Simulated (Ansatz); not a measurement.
## Lattice dynamics of Y2NO2 monolayer

Wanted: phonon frequencies of Y2NO2 monolayer and what follows from them.

Program: Ansatz 0.2.0. Level of theory: DFT PBEsol, scalar-relativistic, plane waves, PAW. Results are calculated unless marked as measured.

This is a report of a sequence of runs, with most program output left out.

**1. The structure**

The cell holds 5 atoms: 1 N, 2 Y and 2 O. Cell: a = 3.600 Å, b = 3.600 Å, c = 20.000 Å, α = 90.0°, β = 90.0°, γ = 120.0°. Vacuum lies along c.

Coordinates:

```
N Y O
1.0
     3.60000    0.00000    0.00000
    -1.80000    3.11769    0.00000
     0.00000    0.00000   20.00000
N Y O
1 2 2
Direct
  0.00000 0.00000 0.50000
  0.33333 0.66667 0.56000
  0.66667 0.33333 0.44000
  0.66667 0.33333 0.61000
  0.33333 0.66667 0.39000
```

**2. Rough relaxation**

The start is far from rest, so a relaxation with loose tolerances brings it close first.

The program solves this slab on a cell height of its own, 32.6 Å, in place of the one typed.

The input, input.yaml:

```yaml
crystal:
  lattice:
    - [3.6, 0.0, 0.0]
    - [-1.8, 3.11769, 0.0]
    - [0.0, 0.0, 20.0]
  atoms:
    - { symbol: "N", position: [0.0, 0.0, 0.5] }
    - { symbol: "Y", position: [0.333333, 0.666667, 0.56] }
    - { symbol: "Y", position: [0.666667, 0.333333, 0.44] }
    - { symbol: O, position: [0.666667, 0.333333, 0.61] }
    - { symbol: O, position: [0.333333, 0.666667, 0.39] }
  periodic: [true, true, false]
kpoints:
  mp_grid: { grid: [6, 6, 1] }
hamiltonian:
  xc: pbesol
scf:
  occupations: { method: gaussian, width: 0.1 }
output:
  forces: true
  stress: true
  eigenvalues: true
relax:
  adjacent_minimum: "off"
  f_tol: 0.05
  max_steps: 80
  cell: { stress_2d_tol: 0.02 }
```

Launch:

```console
ansatz run input.yaml --threads 8 --pin off --max-ram 14336MiB --backend cpu --events-out ev --progress --plain --runs-dir out
```

Wall time 10 s (8 threads of Arm Neoverse V1, shared host); peak memory 0.74 GiB; 66 s of CPU time.

This run has no spin polarisation although its electron count is odd.

The steps of the relaxation:

```tsv
step	energy less that of the first step (eV)	largest force component (eV/Å)	volume (Å³)
1	0.0000	4.3777	365.89
2	-1.1073	0.8061	364.36
3	-1.2530	0.1947	345.10
4	-1.2599	0.0326	348.02
5	-1.2603	0.0038	347.68
6*	-1.2520	0.0039	347.68
7	-1.2524	0.0060	347.20
8*	-1.2521	0.0060	347.20
```

Relaxation steps marked * repeat the geometry before them on a plane-wave basis chosen anew for their cell, so energy and pressure can jump there.

The run keeps the 12 symmetry operations that it works with, so distortions that break them were not tested.

```tsv
cell as run	before	after	change
a (Å)	3.600	3.507	-2.6 %
b (Å)	3.600	3.507	-2.6 %
```

The atoms that moved most (Å, along periodic axes as changes of fractional coordinates times the final cell, across vacuum about the mean position):

```tsv
atom	dx	dy	dz	length
Y3	0.000	0.000	-0.308	0.308
Y2	0.000	0.000	0.308	0.308
O4	0.000	0.000	0.072	0.072
O5	0.000	0.000	-0.072	0.072
```

The relaxed structure:

```
N Y O
1.0
     3.50682    0.00000    0.00000
    -1.75341    3.03700    0.00000
     0.00000    0.00000   32.60000
N Y O
1 2 2
Cartesian
  0.0000 0.0000 10.0000
  0.0000 2.0247 11.5083
  1.7534 1.0123 8.4917
  1.7534 1.0123 12.2721
  0.0000 2.0247 7.7279
```

This step gave:

| Quantity | Value |
| --- | --- |
| gap on the k-mesh | 0 eV |
| area per atom | 2.13 Å² |

The relaxation ends with a largest force component of 0.0060 eV/Å.

**3. Relaxation**

The cell and atoms are relaxed, since residual forces and stress would shift the frequencies.

The input, input.yaml:

```yaml
crystal:
  lattice:
    - [3.5068232742, 0.0, 0.0]
    - [-1.7534116371, 3.036998042, 0.0]
    - [0.0, 0.0, 32.6]
  atoms:
    - { symbol: "N", position: [0.0, 0.0, 0.3067484663] }
    - { symbol: "Y", position: [0.3333333333, 0.6666666667, 0.3530155789] }
    - { symbol: "Y", position: [0.6666666667, 0.3333333333, 0.2604813536] }
    - { symbol: O, position: [0.6666666667, 0.3333333333, 0.3764436886] }
    - { symbol: O, position: [0.3333333333, 0.6666666667, 0.2370532439] }
  periodic: [true, true, false]
kpoints:
  mp_grid: { grid: [12, 12, 1] }
hamiltonian:
  xc: pbesol
scf:
  occupations: { method: gaussian, width: 0.1 }
output:
  forces: true
  stress: true
  eigenvalues: true
  write_density: true
  write_potential: true
  elf: true
  volumetric_format: npy
relax:
  adjacent_minimum: "off"
  f_tol: 0.005
  max_steps: 80
  cell: { stress_2d_tol: 0.02 }
```

It took 10 s on 8 threads; peak memory 0.96 GiB.

Relaxation path:

```tsv
step	energy less that of the first step (eV)	largest force component (eV/Å)	volume (Å³)
1	0.0000	0.0248	347.20
2	0.0005	0.0204	348.07
3	0.0001	0.0037	347.70
4*	-0.0002	0.0037	347.70
```

Relaxation steps marked * repeat the geometry before them on a plane-wave basis chosen anew for their cell, so energy and pressure can jump there. Relaxation step 2 was tried and not accepted.

Forces are held to the 12 operations that the run works with; a distortion that breaks them can't arise in this run.

```tsv
cell as run	before	after	change
a (Å)	3.507	3.509	+0.1 %
b (Å)	3.507	3.509	+0.1 %
```

Final coordinates:

```xyz
5
Lattice="3.5094 0.0000 0.0000 -1.7547 3.0392 0.0000 0.0000 0.0000 32.6000" Properties=species:S:1:pos:R:3
N     0.0000    0.0000   10.0000
Y     0.0000    2.0261   11.5059
Y     1.7547    1.0131    8.4941
O     1.7547    1.0131   12.2654
O     0.0000    2.0261    7.7346
```

This step gave:

```yaml
area_per_atom: 2.133 Å²
```

ELF in the ac plane at fractional y = 0.333, with atoms of Y and O within 0.2 Å of it. It is the smooth field of the valence electrons, not physical close to the nuclei.

Values, 24 rows by 14 columns, each cell a mean:
```
0.00 0.00 0.00 0.00 0.00 0.00 0.00 0.00 0.00 0.00 0.00 0.00 0.00 0.00
0.00 0.00 0.00 0.00 0.00 0.00 0.00 0.00 0.00 0.00 0.00 0.00 0.00 0.00
0.00 0.00 0.00 0.00 0.00 0.00 0.00 0.00 0.00 0.00 0.00 0.00 0.00 0.00
0.00 0.00 0.00 0.00 0.00 0.00 0.00 0.00 0.00 0.00 0.00 0.00 0.00 0.00
0.00 0.00 0.00 0.00 0.00 0.00 0.00 0.00 0.00 0.00 0.00 0.00 0.00 0.00
0.00 0.00 0.00 0.00 0.00 0.00 0.00 0.00 0.00 0.00 0.00 0.00 0.00 0.00
0.00 0.00 0.00 0.00 0.00 0.00 0.00 0.00 0.00 0.00 0.00 0.00 0.00 0.00
0.00 0.00 0.00 0.00 0.00 0.00 0.00 0.00 0.00 0.00 0.00 0.00 0.00 0.00
0.00 0.00 0.00 0.00 0.00 0.00 0.00 0.00 0.00 0.00 0.00 0.00 0.00 0.00
0.00 0.00 0.00 0.00 0.00 0.00 0.00 0.00 0.00 0.00 0.00 0.00 0.00 0.00
0.00 0.00 0.00 0.00 0.00 0.00 0.00 0.00 0.00 0.00 0.00 0.00 0.00 0.00
0.00 0.00 0.00 0.00 0.00 0.00 0.00 0.00 0.00 0.00 0.00 0.00 0.00 0.00
0.00 0.00 0.00 0.00 0.00 0.00 0.00 0.00 0.00 0.00 0.00 0.00 0.00 0.00
0.03 0.01 0.00 0.01 0.02 0.06 0.10 0.14 0.16 0.17 0.16 0.15 0.12 0.08
0.21 0.06 0.03 0.04 0.14 0.38 0.63 0.74 0.71 0.63 0.67 0.74 0.70 0.53
0.12 0.21 0.30 0.26 0.15 0.13 0.27 0.48 0.55 0.55 0.56 0.52 0.37 0.18
0.39 0.48 0.52 0.50 0.43 0.30 0.18 0.12 0.12 0.13 0.12 0.11 0.14 0.23
0.11 0.17 0.24 0.21 0.12 0.21 0.55 0.78 0.76 0.66 0.71 0.79 0.69 0.37
0.28 0.47 0.56 0.53 0.36 0.17 0.15 0.29 0.39 0.43 0.41 0.33 0.20 0.13
0.06 0.09 0.10 0.09 0.07 0.04 0.02 0.01 0.00 0.00 0.00 0.01 0.01 0.03
0.00 0.00 0.00 0.00 0.00 0.00 0.00 0.00 0.00 0.00 0.00 0.00 0.00 0.00
0.00 0.00 0.00 0.00 0.00 0.00 0.00 0.00 0.00 0.00 0.00 0.00 0.00 0.00
0.00 0.00 0.00 0.00 0.00 0.00 0.00 0.00 0.00 0.00 0.00 0.00 0.00 0.00
0.00 0.00 0.00 0.00 0.00 0.00 0.00 0.00 0.00 0.00 0.00 0.00 0.00 0.00
```
Columns run along a (3.5 Å), rows up along c (32.6 Å). Atoms in or near the plane, at fractional coordinates: Y at (0.67, 0.26), O at (0.67, 0.38).

Valence density in the ac plane at fractional y = 0.333, with atoms of Y and O within 0.2 Å of it. It is the smooth field of the valence electrons, not physical close to the nuclei.

Ten steps, logarithmic in the rise over the least value, from '0' (0.0 e/Å³) to '9' (3.3 e/Å³), each cell a mean:
```
00000000000000
00000000000000
00000000000000
00000000000000
00000000000000
00000000000000
00000000000000
00000000000000
00000000000000
00000000000000
00000000000000
00000000000000
00000000000000
00000000000000
32222357999864
45554456888754
44544333333333
43334579999986
34443345676643
00000000000000
00000000000000
00000000000000
00000000000000
00000000000000
```
Columns run along a (3.5 Å), rows up along c (32.6 Å). Atoms in or near the plane, at fractional coordinates: Y at (0.67, 0.26), O at (0.67, 0.38).

Electrostatic potential energy in the ac plane at fractional y = 0.333, with atoms of Y and O within 0.2 Å of it. With pseudopotentials it is smooth inside the atoms' cores, unlike the true potential.

Values in eV, 24 rows by 14 columns, each cell a mean:
```
  0   0   0   0   0   0   0   0   0   0   0   0   0   0
  0   0   0   0   0   0   0   0   0   0   0   0   0   0
  0   0   0   0   0   0   0   0   0   0   0   0   0   0
  0   0   0   0   0   0   0   0   0   0   0   0   0   0
  0   0   0   0   0   0   0   0   0   0   0   0   0   0
  0   0   0   0   0   0   0   0   0   0   0   0   0   0
  0   0   0   0   0   0   0   0   0   0   0   0   0   0
  0   0   0   0   0   0   0   0   0   0   0   0   0   0
  0   0   0   0   0   0   0   0   0   0   0   0   0   0
  0   0   0   0   0   0   0   0   0   0   0   0   0   0
  0   0   0   0   0   0   0   0   0   0   0   0   0   0
  0   0   0   0   0   0   0   0   0   0   0   0   0   0
  0   0   0   0   0   0   0   0   0   0   0   0   0   0
  0   0   0   0   0   0   0   0   0   0   0   0   0   0
 -3  -4  -4  -4  -3  -2  -3 -12 -16 -18 -17 -14  -6  -2
-10 -13 -14 -14 -11  -8  -6  -9 -12 -13 -13 -10  -7  -7
 -4  -4  -4  -4  -4  -4  -4  -6  -7  -7  -7  -6  -5  -4
 -8  -5  -3  -4  -7 -13 -23 -28 -29 -29 -29 -28 -26 -18
 -3  -2  -2  -2  -3  -5  -9 -13 -15 -16 -16 -14 -11  -7
  0   0   0   0   0   0   0  -1  -1  -1  -1  -1  -1   0
  0   0   0   0   0   0   0   0   0   0   0   0   0   0
  0   0   0   0   0   0   0   0   0   0   0   0   0   0
  0   0   0   0   0   0   0   0   0   0   0   0   0   0
  0   0   0   0   0   0   0   0   0   0   0   0   0   0
```
Columns run along a (3.5 Å; values clipped at the 3rd and 97th percentile), rows up along c (32.6 Å). Atoms in or near the plane, at fractional coordinates: Y at (0.67, 0.26), O at (0.67, 0.38).

**4. Tight relaxation**

Phonons need a cell at rest on their own settings, so the relaxation is repeated with tight tolerances on forces and stress on the k mesh and occupations of the first response run.

The input, input.yaml:

```yaml
crystal:
  lattice:
    - [3.5093783455, 0.0, 0.0]
    - [-1.7546891728, 3.0392107987, 0.0]
    - [0.0, 0.0, 32.6]
  atoms:
    - { symbol: "N", position: [0.0, 0.0, 0.3067484663] }
    - { symbol: "Y", position: [0.3333333333, 0.6666666667, 0.3529402326] }
    - { symbol: "Y", position: [0.6666666667, 0.3333333333, 0.2605566999] }
    - { symbol: O, position: [0.6666666667, 0.3333333333, 0.37623929] }
    - { symbol: O, position: [0.3333333333, 0.6666666667, 0.2372576425] }
  periodic: [true, true, false]
kpoints:
  mp_grid: { grid: [12, 12, 1] }
hamiltonian:
  xc: pbesol
scf:
  occupations: { method: methfessel_paxton, width: 0.15 }
output:
  forces: true
  stress: true
  eigenvalues: true
relax:
  adjacent_minimum: "off"
  f_tol: 0.001
  max_steps: 60
  cell: { stress_2d_tol: 0.002 }
```

It took 10 s on 8 threads; peak memory 0.96 GiB.

Little changed from the start: no atom moved by 0.005 Å and no cell edge by 0.1 %.

Numbers from this step:

| Property | Result |
| --- | --- |
| area per atom | 2.134 Å² |

The largest force component left is 0.21 meV/Å, within the tolerances set.

**5. Linear response at the zone centre**

The zone centre comes first: it holds the modes that light can see, as far as symmetry allows. No field response is asked, since the mesh shows no gap.

The input, input.yaml:

```yaml
crystal:
  lattice:
    - [3.5102075745, 0.0, 0.0]
    - [-1.7551037873, 3.0399289321, 0.0]
    - [0.0, 0.0, 32.6]
  atoms:
    - { symbol: "N", position: [0.0, 0.0, 0.3067484663] }
    - { symbol: "Y", position: [0.3333333333, 0.6666666667, 0.3529344125] }
    - { symbol: "Y", position: [0.6666666667, 0.3333333333, 0.2605625201] }
    - { symbol: O, position: [0.6666666667, 0.3333333333, 0.3761978429] }
    - { symbol: O, position: [0.3333333333, 0.6666666667, 0.2372990896] }
  periodic: [true, true, false]
kpoints:
  mp_grid: { grid: [12, 12, 1] }
hamiltonian:
  xc: pbesol
scf:
  occupations: { method: methfessel_paxton, width: 0.15 }
output:
  eigenvalues: true
phonons:
  method: dfpt
```

Run time: 84 s. Hardware: 8 threads; peak memory 1.8 GiB.

This step gave:

```
sum-rule residual before enforcement                    : 2.08e-5 eV/Å²
point group                                             : -3m
highest optical mode at the zone centre (no LO-TO term) : 451.3 cm⁻¹
lowest optical zone-centre mode                         : 87.59 cm⁻¹
```

Patterns of degenerate modes are one choice out of their space. The modes at Γ (shares of kinetic energy by element, %):

```tsv
mode	frequency (cm⁻¹)	symmetry	N %	Y %	O %
1	0.0	acoustic	6	79	14
2	0.0	acoustic	6	79	14
3	0.0	acoustic	6	79	14
4	87.6	Eg	0	86	14
5	87.6	Eg	0	86	14
6	140.1	A1g	0	85	15
7	302.8	Eu	92	8	0
8	302.8	Eu	92	8	0
9	346.8	A2u	35	20	45
10	402.1	A1g	0	15	85
11	414.5	Eg	0	14	86
12	414.5	Eg	0	14	86
13	444.9	Eu	2	12	86
14	444.9	Eu	2	12	86
15	451.3	A2u	59	0	41
```

Displacements in mode 4 (87.6 cm⁻¹), the largest set to 1:
```
N1   0.00  0.00  0.00
Y2   1.00 -0.12  0.00
Y3  -1.00  0.12  0.00
O4   0.96 -0.12  0.00
O5  -0.96  0.12  0.00
```

Displacements in mode 8 (302.8 cm⁻¹), the largest set to 1:
```
N1   1.00  0.00  0.00
Y2  -0.08  0.00  0.00
Y3  -0.08  0.00  0.00
O4   0.03  0.00  0.00
O5   0.03  0.00  0.00
```

Before it was imposed, the acoustic sum rule was missed by 2.1e-5 eV/Å². Small misses are needed for a sound result but don't prove that mesh and cutoff are converged. The lowest optical mode is real, 87.6 cm⁻¹.

**6. The dispersion**

Stability and thermal properties need the whole zone. Linear response on a 6×6×1 q mesh gives force constants as far as a supercell of that size would.

Changes to input.yaml since step 5:

```diff
@@ -22 +22,10 @@
   method: dfpt
+  qmesh: [6, 6, 1]
+  temperatures: { t_max: 1000, t_step: 50 }
+  qpath:
+    path:
+      - [0.0, 0.0, 0.0]
+      - [0.5, 0.0, 0.0]
+      - [0.33333333, 0.33333333, 0.0]
+      - [0.0, 0.0, 0.0]
+    npoints: 10
```

Elapsed: 22 min, on 8 threads; peak memory 3.2 GiB.

Numbers from this step:

- sum-rule residual before enforcement: 2.20e-5 eV/Å²
- lowest frequency on the path: 0 cm⁻¹
- highest frequency on the path or at a solved wavevector: 542.2 cm⁻¹
- mean frequency: 289.7 cm⁻¹
- lowest mode on the q mesh (acoustic modes at Γ apart): 41.56 cm⁻¹
- zero-point energy per atom: 53.87 meV
- heat capacity at 300 K: 20.78 J/(mol atoms K)
- vibrational entropy at 300 K: 23.05 J/(mol atoms K)
- edges of the widest gap between branches, on path and mesh: 193.8, 285.6 cm⁻¹

Frequencies (cm⁻¹) solved at each irreducible wavevector; negative means imaginary. Frequencies by wavevector, by row:

```tsv
q in reciprocal lattice units	star	mode 1	mode 2	mode 3	mode 4	mode 13	mode 14	mode 15
0 0 0	1	0	0	0	87.6	444.9	444.9	451.3
0 0.1667 0	6	41.6	61	103.2	104.6	439.7	456.6	505.6
0 0.3333 0	6	88.2	109.2	124.6	131.2	428.2	491.5	528.1
0 -0.5 0	3	113.1	123.6	126.1	143.6	422.2	497	542.2
0.1667 0.1667 0	6	75.5	116.2	117.4	138.6	434.9	478.6	522.1
0.1667 0.3333 0	12	109	120.7	149.4	158.2	429.7	500.7	525.2
0.3333 0.3333 0	2	121.3	121.3	158.7	158.7	436.4	508.9	508.9
```

Interpolated from a 6×6×1 q mesh. Phonon branches along the path, in cm⁻¹:

```tsv
point	branch 1	branch 2	branch 3	branch 4	branch 12	branch 13	branch 14	branch 15
Γ	0	0	0	88	414	445	445	451
halfway	67	88	118	122	418	435	472	524
M	113	124	126	144	419	422	497	542
halfway	116	121	150	156	428	429	498	531
K	121	121	159	159	436	436	509	509
halfway	76	116	117	139	422	435	479	522
Γ	0	0	0	88	414	445	445	451
```

[end of part 1 of 2]

[Logs are printed without paths, hosts, clocks, repeated set-up lines and the standing remarks that a program may print on its own settings, such as how far it seeks lower states.]

[Hosts, paths, dates, database ids (printed as entryN), source tags and the programs' standing remarks are cut or masked in the printed files.]
